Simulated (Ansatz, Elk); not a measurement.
**AlAsS4: X-ray structure factors from the self-consistent density**

Structure refinements treat a crystal as free atoms side by side. For a made-up structure of AlAsS4 (cell and positions from a PBEsol relaxation) the runs below show what the calculated density changes in F(hkl).

Method: DFT, PBE, all-electron APW+lo, Dirac cores, scalar-relativistic bands, static density, no spin, in Elk 11.2.3 (patched build).

The structure was built from a prototype and need not be the compound's stable phase.

## (1) The structure

Symmetry: I-4m2, No. 119, tetragonal system. The conventional cell has a = 4.841 Å, b = 4.841 Å, c = 10.216 Å, α = 90.00°, β = 90.00°, γ = 90.00°. Nearest to As lie 6 S at 2.35 to 2.44 Å. Nearest to S lie 1 Al at 2.29 Å and 2 As at 2.44 Å. S has 1 As at 2.35 Å and 2 Al at 2.43 Å nearest. Nearest to Al lie 6 S at 2.29 to 2.43 Å. Farther neighbours and most contacts between anions are not listed.

Structure file:

```cif
data_structure
_symmetry_space_group_name_H-M 'I-4m2'
_symmetry_Int_Tables_number 119
_cell_length_a 4.8411
_cell_length_b 4.8411
_cell_length_c 10.2156
_cell_angle_alpha 90.000
_cell_angle_beta 90.000
_cell_angle_gamma 90.000
_cell_volume 239.42
loop_
_atom_site_label
_atom_site_type_symbol
_atom_site_symmetry_multiplicity
_atom_site_Wyckoff_symbol
_atom_site_fract_x
_atom_site_fract_y
_atom_site_fract_z
_atom_site_occupancy
As1 As 2 a 0.00000 0.00000 0.00000 1
S1 S 4 f 0.00000 0.50000 0.02604 1
S2 S 4 e 0.50000 0.50000 0.27024 1
Al1 Al 2 c 0.00000 0.50000 0.25000 1
```

## (2) Ground state and structure factors

An all-electron density is needed, since X-rays see the cores too. Task 0 finds the density and task 195 Fourier-transforms it; tshift is off so that phases refer to the origin typed.

The input, elk.in:

```
tasks
  0
  195

xctype
  20

spinpol
  .false.

rgkmax
  7.0

gmaxvr
  14.0

lmaxo
  7

lmaxapw
  8

swidth
  0.002

tshift
  .false.

ramdisk
  .false.

hmaxvr
  5.5

maxscl
  120

epspot
  1e-06

sppath
  './'

avec
  -4.57418176848 4.57418176848 9.65234988026
  4.57418176848 -4.57418176848 9.65234988026
  4.57418176848 4.57418176848 -9.65234988026

atoms
  3
  'As.in'
  1
  0.0000000000 0.0000000000 -0.0000000000   0.000000 0.000000 0.000000
  'S.in'
  4
  0.5260411076 0.0260411076 0.5000000000   0.000000 0.000000 0.000000
  0.7702379513 0.7702379513 0.0000000000   0.000000 0.000000 0.000000
  0.2297620487 0.2297620487 0.0000000000   0.000000 0.000000 0.000000
  0.9739588924 0.4739588924 0.5000000000   0.000000 0.000000 0.000000
  'Al.in'
  1
  0.7500000000 0.2500000000 0.5000000000   0.000000 0.000000 0.000000

ngridk
  7 7 7
```

On the command line:

```console
> OMP_NUM_THREADS=4 elk
```

Numbers of over 12 decimals in the logs are rounded to 6 here.

What it wrote:

```text
┌─────────────────────────┐
│ Elk code version 11.2.3 │
└─────────────────────────┘

All units are atomic (Hartree, Bohr, etc.)

┌─────────────────────────────────────────────────┐
│ Ground-state run starting from atomic densities │
└─────────────────────────────────────────────────┘

Lattice vectors :
  -4.574181768       4.574181768       9.652349880
   4.574181768      -4.574181768       9.652349880
   4.574181768       4.574181768      -9.652349880

Reciprocal lattice vectors :
 -0.1148717999E-17  0.6868097537      0.3254743863
  0.6868097537     -0.1148717999E-17  0.3254743863
  0.6868097537      0.6868097537      0.1526892357E-17

Unit cell volume      :    807.8298271
Brillouin zone volume :   0.3070575078

Muffin-tin inner radius fraction :   0.1000000000E-01

Nuclei treated as point charges

Species : 1 (As)
 parameters loaded from : As.in
 name : arsenic
 nuclear charge    :   -33.00000000
 electronic charge :    33.00000000
 atomic mass :    136573.7220
 muffin-tin radius :    2.288080365
 number of radial points in muffin-tin :    993
 inner part over the whole radius :   0.9844131742E-02
 number on inner part of muffin-tin    :    701
 approximate nuclear radius :   0.7712558785E-04
 number of mesh points to nuclear radius :    342
 atomic positions (lattice), magnetic fields (Cartesian) :
  1 :   0.00000000  0.00000000  0.00000000    0.00000000  0.00000000  0.00000000

Species : 2 (S)
 parameters loaded from : S.in
 name : sulphur
 nuclear charge    :   -16.00000000
 electronic charge :    16.00000000
 atomic mass :    58450.91931
 muffin-tin radius :    2.085718945
 number of radial points in muffin-tin :    793
 inner part over the whole radius :   0.9859452373E-02
 number on inner part of muffin-tin    :    553
 approximate nuclear radius :   0.6195814986E-04
 number of mesh points to nuclear radius :    251
 atomic positions (lattice), magnetic fields (Cartesian) :
  1 :   0.52604111  0.02604111  0.50000000    0.00000000  0.00000000  0.00000000
  2 :   0.77023795  0.77023795  0.00000000    0.00000000  0.00000000  0.00000000
  3 :   0.22976205  0.22976205  0.00000000    0.00000000  0.00000000  0.00000000
  4 :   0.97395889  0.47395889  0.50000000    0.00000000  0.00000000  0.00000000

Species : 3 (Al)
 parameters loaded from : Al.in
 name : aluminium
 nuclear charge    :   -13.00000000
 electronic charge :    13.00000000
 atomic mass :    49184.33496
 muffin-tin radius :    2.187740232
 number of radial points in muffin-tin :    793
 inner part over the whole radius :   0.9837909658E-02
 number on inner part of muffin-tin    :    552
 approximate nuclear radius :   0.5839653600E-04
 number of mesh points to nuclear radius :    244
 atomic positions (lattice), magnetic fields (Cartesian) :
  1 :   0.75000000  0.25000000  0.50000000    0.00000000  0.00000000  0.00000000

Total number of atoms per unit cell :    6
Total muffin-tin volume :    246.0628016
 ratio of muffin-tin to unit cell volume :   0.3045973215

Spin treatment :
 spin-unpolarised

Number of Bravais lattice symmetries :   16
Number of crystal symmetries         :    8
Crystal has no inversion symmetry
Complex Hermitian eigensolver will be used

k-point grid :      7     7     7
k-point offset :    0.000000000       0.000000000       0.000000000
k-point set is reduced with full crystal symmetry group
Total number of k-points :       58

Muffin-tin radius times maximum |G+k| :    7.000000000
 using average radius
Maximum |G+k| for APW functions       :    3.276464218
Maximum (1/2)|G+k|²                   :    5.367608886
Maximum |G| for potential and density :    14.00000000
Constant for pseudocharge density :    8
 order of it for each species :   15  15  15
 order of it for pair densities of each species (exact exchange by exxq0 0: 16) :   11   9  10
Radial integration step length :    1

G-vector grid sizes :     54    54    54
Number of G-vectors :    37451

Maximum angular momentum used for
 APW functions            :    8
[...]
total energy                :     -4102.8055076375

Density of states at Fermi energy :    58.99241561
 (states/Hartree/unit cell)

Estimated indirect band gap :   0.7422263241E-03
 from k-point 54 to k-point 50
Estimated direct band gap   :   0.4919941153E-02
 at k-point 30

Charges :
 core                        :    62.00000000
 valence                     :    48.00000000
 interstitial                :    11.00064180
 muffin-tins (core leakage)
  species : 1 (As)
[...]
species : 2 (S)
[...]
species : 3 (Al)
[...]
total in muffin-tins        :    98.99935820
 total calculated charge     :    109.9972128
 total charge                :    110.0000000
 error                       :   0.2787181450E-02

RMS change in Kohn-Sham potential (target) :   0.4707612997     (  0.1000000000E-05)
Absolute change in total energy (target)   :   0.8180994871     (  0.1000000000E-03)

[... loops 3 to 14 left out ...]

┌──────────────────┐
│ Loop number : 15 │
└──────────────────┘

Energies :
 Fermi                       :     0.163580
 sum of occupied eigenvalues :     -2330.9033970700
 electron kinetic            :      4159.0715685405
 core electron kinetic       :      3861.4641948856
 Coulomb                     :     -8054.6923272529
 Coulomb potential           :     -6224.1576274460
 nuclear-nuclear             :     -542.70085086676
 electron-nuclear            :     -8809.9462164076
 Hartree                     :      1297.9547400215
 Madelung                    :     -4942.6135135298
 xc potential                :     -265.81733816452
 exchange                    :     -200.42991840726
 correlation                 :     -4.675639
 electron entropic           :    -0.14291534297868E-02
 total energy                :     -4100.7277451834

Density of states at Fermi energy :    112.1085493
 (states/Hartree/unit cell)

Estimated indirect band gap :   0.4788800597E-03
 from k-point 34 to k-point 20
Estimated direct band gap   :   0.4514251545E-02
 at k-point 37

Charges :
 core                        :    62.00000000
 valence                     :    48.00000000
 interstitial                :    10.99200935
 muffin-tins (core leakage)
  species : 1 (As)
[...]
species : 2 (S)
[...]
species : 3 (Al)
[...]
total in muffin-tins        :    99.00799065
 total calculated charge     :    109.9972263
 total charge                :    110.0000000
 error                       :   0.2773704342E-02

RMS change in Kohn-Sham potential (target) :   0.2750209235E-06 (  0.1000000000E-05)
Absolute change in total energy (target)   :   0.4681952396E-04 (  0.1000000000E-03)

Convergence targets achieved

┌──────────────────┐
│ Loop number : 16 │
└──────────────────┘

Energies :
 Fermi                       :     0.163580
 sum of occupied eigenvalues :     -2330.9033949662
 electron kinetic            :      4159.0715689538
 core electron kinetic       :      3861.4641953033
 Coulomb                     :     -8054.6923267647
 Coulomb potential           :     -6224.1576302961
 nuclear-nuclear             :     -542.70085086676
 electron-nuclear            :     -8809.9462123767
 Hartree                     :      1297.9547364788
 Madelung                    :     -4942.6135116167
 xc potential                :     -265.81733362389
 exchange                    :     -200.42991829361
 correlation                 :     -4.675639
 electron entropic           :    -0.14291536578426E-02
 total energy                :     -4100.7277441773

Density of states at Fermi energy :    112.1085604
 (states/Hartree/unit cell)

Estimated indirect band gap :   0.4788831071E-03
 from k-point 34 to k-point 20
Estimated direct band gap   :   0.4514267942E-02
 at k-point 37

Charges :
 core                        :    62.00000000
 valence                     :    48.00000000
 interstitial                :    10.99200927
 muffin-tins (core leakage)
  species : 1 (As)
[...]
species : 2 (S)
[...]
atom 3                    :    14.16740421     (  0.1501790828E-03)
   atom 4                    :    14.18127750     (  0.1503897204E-03)
  species : 3 (Al)
   atom 1                    :    11.23660552     (  0.4991350605E-03)
 total in muffin-tins        :    99.00799073
 total calculated charge     :    109.9972263
 total charge                :    110.0000000
 error                       :   0.2773704651E-02

┌──────────────────────────────┐
│ Self-consistent loop stopped │
└──────────────────────────────┘

Warning : core states of species 1 leak from the muffin-tin :   0.2768846636E-03

Warning : core states of species 2 leak from the muffin-tin :   0.1503897204E-03

Warning : core states of species 3 leak from the muffin-tin :   0.4991350605E-03

Wrote STATE.OUT
```

Run time: 59 s. Hardware: 4 threads of INTEL XEON PLATINUM 8581C at 2.10GHz (Emerald Rapids), shared host; peak memory 0.23 GiB.

SFACRHO.OUT:

```text

h k l indices transformed by vhmat matrix:
   1.000000000       0.000000000       0.000000000    
   0.000000000       1.000000000       0.000000000    
   0.000000000       0.000000000       1.000000000    

      h      k      l  multipl.   |H|            Re(F)            Im(F)           |F|

      0      0      0      1   0.0000000       110.00000      0.76589715E-15   110.00000    
     -1     -1      1      2  0.65094877       18.492008     -0.23263739E-15   18.492008    
      0     -1      0      4  0.76002711       33.249953      -15.411393       36.647925    
      0      1      0      4  0.76002711       33.249953       15.411393       36.647925    
      0      0     -1      4  0.97129567       18.167065      0.10228258E-13   18.167065    
     -1     -1      0      8   1.1692517      -8.8444069      0.72935148E-14   8.8444069    
      2      1     -2      4   1.1937796       18.061548       1.7880721       18.149841    
     -1     -2      1      4   1.1937796       18.061548      -1.7880721       18.149841    
     -2     -2      2      2   1.3018975       73.362795     -0.90310422E-14   73.362795    
     -1      1      1      4   1.3736195       79.019780      0.10078517E-14   79.019780    
      0      2     -2      4   1.5200542       16.041290      0.89799665E-01   16.041542    
      0      2      0      4   1.5200542       16.041290     -0.89799665E-01   16.041542    
     -1      0     -1      8   1.5698636       27.548434      -12.000946       30.048942    
      0     -1     -1      8   1.5698636       27.548434       12.000946       30.048942    
      2      2     -1      8   1.6243006       17.829968     -0.15922582E-13   17.829968    
      3      2     -2      4   1.7663655       35.325224      -22.184719       41.713705    
      3      2     -3      4   1.7663655       35.325224       22.184719       41.713705    
     -3      0      1      8   1.8198737       16.391151     -0.93308509       16.417688
```

Elk indexes on the primitive cell of elk.in and gives |H| = 4π sin θ/λ in inverse bohr. Below, one row stands for each form hkl of the conventional cell (m members, Friedel mates merged), F is for one primitive cell and the density is static (no thermal factor). Free-atom factors are Waasmaier and Kirfel's, and R is Σm||F|−|F'||/Σm|F|.

```tsv
hkl	m	sin θ/λ (Å⁻¹)	abs F, DFT	neutral atoms	diff.	abs of complex diff.
002	2	0.098	18.492	18.695	-0.203	0.203
101	8	0.114	36.648	36.713	-0.065	0.124
110	4	0.146	18.167	18.331	-0.163	0.163
112	8	0.176	8.844	8.389	+0.456	0.456
103	8	0.179	18.150	18.411	-0.261	0.395
004	2	0.196	73.363	73.029	+0.333	0.333
200	4	0.207	79.020	78.775	+0.245	0.245
202	8	0.229	16.042	15.972	+0.069	0.113
211	16	0.236	30.049	29.971	+0.078	0.078
114	8	0.244	17.830	17.664	+0.166	0.166
105	8	0.266	41.714	41.751	-0.037	0.136
213	16	0.274	16.418	16.556	-0.138	0.230
204	8	0.285	61.932	62.233	-0.301	0.304
220	4	0.292	67.348	67.598	-0.249	0.249
006	2	0.294	11.766	11.942	-0.176	0.176
222	8	0.308	14.367	14.329	+0.039	0.039
301	8	0.314	26.777	26.737	+0.041	0.172
310	8	0.327	14.143	14.330	-0.187	0.187
116	8	0.328	7.053	7.319	-0.266	0.266
215	16	0.337	37.238	37.473	-0.235	0.244
312	16	0.341	3.419	3.600	-0.181	0.186
303	8	0.343	15.053	15.119	-0.065	0.065
```

## (3) The highest occupied states alone

An energy window below the Fermi level keeps the highest occupied states, to see at which angles they scatter; shallow core shells can lie inside it and anion s states outside. No new self-consistency is needed.

elk.in: that of step 2 with these lines changed.

```diff
@@ -1,3 +1,2 @@
 tasks
-  0
   195
@@ -40,2 +39,5 @@
 
+wsfac
+  -0.387660 0.463580
+
 sppath
```

On the command line:

```console
> OMP_NUM_THREADS=4 elk
```

What it wrote:

```text
┌─────────────────────────────────┐
│ Elk code version 11.2.3 started │
└─────────────────────────────────┘

Info(readinput): the functional depends on the density's gradient
 muffin-tin radial points multiplied by    2.00000
 (not where nrmtscf is given)

┌────────────────────┐
│ Current task : 195 │
└────────────────────┘
Info(checkmt): changed muffin-tin radius of species 1 (As) from   2.4000 to   2.2881
Info(checkmt): changed muffin-tin radius of species 2 (S) from   2.2000 to   2.0857
Info(checkmt): changed muffin-tin radius of species 3 (Al) from   2.2000 to   2.1877

Info(sfacrho): density structure factors written to SFACRHO.OUT

 Energy window :  -0.3876600000      0.4635800000

┌──────────────────┐
│ Elk code stopped │
└──────────────────┘
```

Run time: 8.2 s. Hardware: 4 threads; peak memory 0.18 GiB; 11 s of CPU time.

States within 15 eV below the Fermi level hold 31.78 electrons; any levels below the window count with the cores, and a count that is not whole means the window cuts a band. Their amplitudes can exceed the total, where window and core parts have opposite phase:

```tsv
hkl	sin θ/λ (Å⁻¹)	abs F, window	abs F, all
002	0.098	1.241	18.492
101	0.114	4.419	36.648
110	0.146	1.032	18.167
112	0.176	7.393	8.844
103	0.179	2.077	18.150
004	0.196	7.311	73.363
200	0.207	7.254	79.020
202	0.229	0.439	16.042
211	0.236	0.798	30.049
114	0.244	0.628	17.830
```

## (4) Another functional

The difference from free atoms is small, so it is set against the change that LDA (Perdew-Wang) makes.

elk.in: that of step 3 with these lines changed.

```diff
@@ -1,2 +1,3 @@
 tasks
+  0
   195
@@ -4,3 +5,3 @@
 xctype
-  20
+  3
 
@@ -39,5 +40,2 @@
 
-wsfac
-  -0.387660 0.463580
-
 sppath
```

On the command line:

```console
> OMP_NUM_THREADS=4 elk
```

What it wrote:

```text
┌─────────────────────────┐
│ Elk code version 11.2.3 │
└─────────────────────────┘

All units are atomic (Hartree, Bohr, etc.)

┌─────────────────────────────────────────────────┐
│ Ground-state run starting from atomic densities │
└─────────────────────────────────────────────────┘

Lattice vectors :
  -4.574181768       4.574181768       9.652349880
   4.574181768      -4.574181768       9.652349880
   4.574181768       4.574181768      -9.652349880

Reciprocal lattice vectors :
 -0.1148717999E-17  0.6868097537      0.3254743863
[...]
species : 3 (Al)
   atom 1                    :    11.25911189     (  0.5289915043E-03)
 total in muffin-tins        :    98.97372491
 total calculated charge     :    109.9972208
 total charge                :    110.0000000
 error                       :   0.2779188382E-02

┌──────────────────────────────┐
│ Self-consistent loop stopped │
└──────────────────────────────┘

Warning : core states of species 1 leak from the muffin-tin :   0.2798803569E-03

Warning : core states of species 2 leak from the muffin-tin :   0.1451874109E-03

Warning : core states of species 3 leak from the muffin-tin :   0.5289915043E-03

Wrote STATE.OUT
[key lines of the parts left out:]
total energy                :     -4092.0424196262
```

Wall time 47 s (4 threads); peak memory 0.21 GiB.

Against the first run R = 0.10 %; the largest change is -0.072 at 112.

## (5) Basis size

A smaller basis shows how fast F responds to it; the change is likely larger than the basis error of the first run, but doesn't show convergence.

elk.in: that of step 4 with these lines changed.

```diff
@@ -5,3 +5,3 @@
 xctype
-  3
+  20
 
@@ -11,3 +11,3 @@
 rgkmax
-  7.0
+  5.5
```

On the command line:

```console
> OMP_NUM_THREADS=4 elk
```

What it wrote:

```text
┌─────────────────────────┐
│ Elk code version 11.2.3 │
└─────────────────────────┘

All units are atomic (Hartree, Bohr, etc.)

┌─────────────────────────────────────────────────┐
│ Ground-state run starting from atomic densities │
└─────────────────────────────────────────────────┘

Lattice vectors :
  -4.574181768       4.574181768       9.652349880
   4.574181768      -4.574181768       9.652349880
   4.574181768       4.574181768      -9.652349880

Reciprocal lattice vectors :
 -0.1148717999E-17  0.6868097537      0.3254743863
[...]
species : 3 (Al)
   atom 1                    :    11.23092676     (  0.4991226546E-03)
 total in muffin-tins        :    98.88918186
 total calculated charge     :    109.9977190
 total charge                :    110.0000000
 error                       :   0.2280992502E-02

┌──────────────────────────────┐
│ Self-consistent loop stopped │
└──────────────────────────────┘

Warning : core states of species 1 leak from the muffin-tin :   0.2778150581E-03

Warning : core states of species 2 leak from the muffin-tin :   0.1498108328E-03

Warning : core states of species 3 leak from the muffin-tin :   0.4991226546E-03

Wrote STATE.OUT
[key lines of the parts left out:]
total energy                :     -4100.6784747252
```

The job ended after 33 s (4 threads; peak memory 0.21 GiB).

Against the first run R = 0.04 %; the largest change is -0.049 at 220.

## (6) Settings against the effect

```tsv
run	R against the first run (%)	R against neutral atoms, low angle (%)	wall time
PBE, rgkmax 7	0.00	0.57	59 s
LDA (Perdew-Wang)	0.10	0.53	47 s
rgkmax 5.5	0.04	0.57	33 s
```

## (7) Summary of results

```yaml
r_against_neutral_atoms_sin_theta_lambda_0p3_a_minus1: 0.57 %
r_against_neutral_atoms_0p3_to_0p74_a_minus1: 0.24 %
```

In words: Independent neutral atoms miss the calculated amplitudes by R = 0.57 % below 0.3 Å⁻¹ and 0.24 % from there to 0.74 Å⁻¹; by shells, 0.39 % below 0.15 Å⁻¹ (3 forms), 0.60 % 0.15 to 0.3 (12 forms), 0.55 % 0.3 to 0.45 (26 forms), 0.17 % above 0.45 (108 forms). Bonding, aspherical density and the tables' own atoms all enter these figures, and the runs don't part them. The largest change of an amplitude is +0.48 electrons, at 008. R counts amplitudes alone; phases shift too. The window's part falls from 31.8 electrons at the origin to at most 0.63 between 0.45 and 0.74 Å⁻¹. Below 0.3 Å⁻¹ the changes that finished (LDA (Perdew-Wang) and rgkmax 5.5) move F by R = 0.05 % at most, against the 0.57 % that separates it from free atoms. The k-mesh has no finished test. Part of the difference isn't bonding: the tables are fits to free atoms and ions calculated by other methods than this functional. Thermal motion, anomalous dispersion and extinction are left out.

[Logs are printed without paths, hosts, clocks, repeated set-up lines and the standing remarks that a program may print on its own settings, such as how far it seeks lower states.]

[Hosts, paths, dates, database ids (printed as entryN), source tags and the programs' standing remarks are cut or masked in the printed files.]
